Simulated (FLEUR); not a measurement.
# FeGe: parallel and opposed starts, part 2 of 2

Wanted: the moments of FeGe and the energy of each order that was tried.

FLEUR MaX-R8.1; PBEsol; all-electron FLAPW, Dirac cores, scalar-relativistic bands.

So far. Step 2 (Start 1: ferro +++): After 38 cycles the largest moment stands at 1.48 μB. Step 3 (Start 2: ferri ++-): It lies 137 meV a seeded atom over the first start, and its largest moment is 1.64 μB against 1.48 μB.

## Step 4: Start 3: no spin polarisation

A spinless run gives the zero against which the gain from the moments is read.

inp.xml

```
<?xml version="1.0" encoding="UTF-8" standalone="no"?>
<fleurInput fleurInputVersion="0.39">
   <comment>
      FeGe
   </comment>
   <calculationSetup>
      <cutoffs Kmax="3.6" Gmax="10.8" GmaxXC="10.8" numbands="0"/>
      <scfLoop itmax="90" minDistance="0.00002" maxIterBroyd="15" imix="Anderson" alpha="0.05" precondParam="0.0" spinf="2.0" sdNocoIR="T"/>
      <coreElectrons ctail="T" frcor="F" kcrel="0" coretail_lmax="0"/>
      <xcFunctional name="PBEs" relativisticCorrections="F"/>
      <magnetism jspins="1"/>
      <soc l_soc="F" theta="0.0" phi="0.0" spav="F"/>
      <expertModes spex="0" secvar="F"/>
      <geometryOptimization l_f="F" forcealpha="1.0" forcemix="BFGS" epsdisp="0.00001" epsforce="0.00001"/>
      <ldaU l_linMix="F" mixParam="0.05" spinf="1.0"/>
   </calculationSetup>
   <cell>
      <bzIntegration valenceElectrons="90.0" mode="hist" fermiSmearingEnergy="0.00110248">
         <kPointListSelection listName="default-1"/>
         <xi:include xmlns:xi="http://www.w3.org/2001/XInclude" href="kpts.xml"> </xi:include>
      </bzIntegration>
      <xi:include xmlns:xi="http://www.w3.org/2001/XInclude" href="sym.xml"> </xi:include>
      <bulkLattice scale="1.0">
         <bravaisMatrix>
            <row-1>    9.4440996943043434     0.0000000000000000     0.0000000000000000</row-1>
            <row-2>   -4.7220498471616201     8.1788302511468611     0.0000000000000000</row-2>
            <row-3>    0.0000000000000000     0.0000000000000000     7.7776617457139627</row-3>
         </bravaisMatrix>
      </bulkLattice>
   </cell>
   <atomSpecies>
      <species name="Iron (Fe)" element="Fe" atomicNumber="26">
         <mtSphere radius="2.3" gridPoints="761" logIncrement="0.016"/>
         <atomicCutoffs lmax="8" lnonsphr="6"/>
         <electronConfig flipSpins="F">
            <coreConfig>(1s1/2) (2s1/2) (2p1/2) (2p3/2)</coreConfig>
            <valenceConfig>(3s1/2) (3p1/2) (3p3/2) (4s1/2) (3d3/2) (3d5/2)</valenceConfig>
            <stateOccupation state="(3d3/2)" spinUp="1.200000" spinDown="1.200000"/>
            <stateOccupation state="(3d5/2)" spinUp="1.800000" spinDown="1.800000"/>
         </electronConfig>
         <energyParameters s="4" p="4" d="3" f="4"/>
         <lo type="SCLO" l="0" n="3" eDeriv="0"/>
         <lo type="SCLO" l="1" n="3" eDeriv="0"/>
      </species>
      <species name="Germanium (Ge)" element="Ge" atomicNumber="32">
         <mtSphere radius="2.3" gridPoints="761" logIncrement="0.016"/>
         <atomicCutoffs lmax="8" lnonsphr="6"/>
         <electronConfig flipSpins="F">
            <coreConfig>(1s1/2) (2s1/2) (2p1/2) (2p3/2) (3s1/2) (3p1/2) (3p3/2)</coreConfig>
            <valenceConfig>(4s1/2) (3d3/2) (3d5/2) (4p1/2) (4p3/2)</valenceConfig>
            <stateOccupation state="(4p1/2)" spinUp="0.333333" spinDown="0.333333"/>
            <stateOccupation state="(4p3/2)" spinUp="0.666667" spinDown="0.666667"/>
         </electronConfig>
         <energyParameters s="4" p="4" d="3" f="4"/>
      </species>
   </atomSpecies>
   <atomGroups>
      <atomGroup species="Iron (Fe)">
         <relPos label="                   1">1.000/2.000 .0000000000 .0000000000</relPos>
         <relPos label="                   2">1.000/2.000 1.000/2.000 .0000000000</relPos>
         <relPos label="                   3">.0000000000 1.000/2.000 .0000000000</relPos>
         <force calculate="T" relaxXYZ="TTT"/>
      </atomGroup>
      <atomGroup species="Germanium (Ge)">
         <relPos label="                   4">.0000000000 .0000000000 .0000000000</relPos>
         <force calculate="T" relaxXYZ="TTT"/>
      </atomGroup>
      <atomGroup species="Germanium (Ge)">
         <relPos label="                   5">1.000/3.000 -1.000/3.000 1.000/2.000</relPos>
         <relPos label="                   6">-1.000/3.000 1.000/3.000 1.000/2.000</relPos>
         <force calculate="T" relaxXYZ="TTT"/>
      </atomGroup>
   </atomGroups>
   <output dos="F" band="F" slice="F">
      <bandDOS minEnergy="-.5*Htr" maxEnergy="0.5*Htr" sigma="0.015" storeEVData="T"/>
      <plotting iplot="0" polar="F">
         <plot TwoD="T" vec1="  1.0  0.0  0.0" vec2="  0.0  1.0  0.0" vec3="  0.0  0.0  1.0" zero="  0.0  0.0  0.0" file="plot"/>
      </plotting>
      <moessbauerParams electricFieldGradient="F" isomerShift="F" coreHyperfine="F" valenceHyperfine="F"/>
   </output>
</fleurInput>
```

crystal.txt

```
FeGe
&input film=F cartesian=F /
4.99760233579  0.00000000000  0.00000000000
-2.49880116790  4.32805058081  0.00000000000
0.00000000000  0.00000000000  4.11576135000
1.8897261246
1.0 1.0 1.0

6
26 0.50000000000  0.00000000000  0.00000000000
26 0.50000000000  0.50000000000  0.00000000000
26 0.00000000000  0.50000000000  0.00000000000
32 0.00000000000  0.00000000000  0.00000000000
32 0.33333333333  0.66666666667  0.50000000000
32 0.66666666667  0.33333333333  0.50000000000

&kpt div1=8 div2=8 div3=8 gamma=T /
```

The run is started by

```sh
$ OMP_NUM_THREADS=1 inpgen -f crystal.txt > inpgen.log  # inp.xml is then edited as shown
$ OMP_NUM_THREADS=1 mpirun -n 4 fleur_MPI > fleur.log
```

Log:

```text
[banner, memory and clock lines left out]
Welcome to FLEUR        (www.flapw.de)
      MaX-Release 8.1          (www.max-centre.eu)

 ========== k-point set info ==========
 Selected k-point list: default-1
 k-point list type: mesh
 0 x 0 x 0
 Number of k points: 52

 [... set-up left out ...]
 Iteration:     1   Distance:      22.61045343 me/bohr^3
 Iteration:     2   Distance:      13.21043930 me/bohr^3
 Iteration:     3   Distance:       9.05546731 me/bohr^3
 Iteration:     4   Distance:       7.43790928 me/bohr^3
 Iteration:     5   Distance:       3.12073511 me/bohr^3
[...]
<FermiEnergy value="0.3174195283" units="Htr"/>
         [... left out ...]
         <totalEnergy value="   -10107.5986512198" units="Htr">
            <sumOfEigenvalues value="    -5819.2300900621">
               <coreElectrons value="-5762.0711159900"/>
               <valenceElectrons value="-57.1589740721"/>
            </sumOfEigenvalues>
         [... left out ...]
            <freeEnergy value="-10107.6006007946"/>
            <extrapolationTo0K value="-10107.5996260072"/>
         </totalEnergy>
         <densityConvergence units="me/bohr^3">
            <chargeDensity spin="1" distance="0.0000134921"/>
         </densityConvergence>
      </iteration>
```

Run time: 38 s. Hardware: 4 MPI ranks of AMD EPYC 7R32 (Zen 2), shared host; peak memory 0.27 GiB; 2.5 min of CPU time.

Read from the output:

```
free energy                                                       : -275041.8240 eV
program's band gap on this mesh (in a metal only a level spacing) : 8.36e-4 eV
final state                                                       : non-magnetic (no spin polarisation)
```

It lies 253 meV a seeded atom over the first start.

## Step 5: Energies of the orders

Free energies are divided by the number of seeded atoms.

Orders:

```csv
start,final state,typed order kept,energy over the lowest (meV a seeded atom),largest sphere moment (μB),net moment (μB a primitive cell),mesh matched,CPU time (s)
ferro +++,"ferromagnetic, with opposed induced moments",yes,0,1.482,4.123,yes,470.6
ferri ++-,ferrimagnetic,yes,136.6,1.639,0.8311,yes,1467
no spin polarisation,non-magnetic,-,252.8,0,0,yes,150.2
```

## Step 6: Outcome

- lowest state found: ferromagnetic (typed ferro +++)
- largest site spin moment: 1.48 μB
- next finished state: ferrimagnetic, 137 meV a seeded atom higher
- energy gained by spin polarisation: 253 meV a seeded atom

The lowest state found is ferromagnetic, reached from the start ferro +++, with moments up to 1.48 μB. The next finished state costs 137 meV a seeded atom. Only 3 starts were tried; other patterns of signs, canted and longer-period orders were not.

[Logs and program files are shortened in this print: banners, set-up blocks, solver, clock and traceback lines can be left out without a mark of their own.]

[Logs are printed without paths, hosts, clocks, repeated set-up lines and the standing remarks that a program may print on its own settings, such as how far it seeks lower states.]

[Hosts, paths, dates, database ids (printed as entryN), source tags and the programs' standing remarks are cut or masked in the printed files.]

[Where a cell is said to come from a database of computed structures, the database is the Materials Project.]
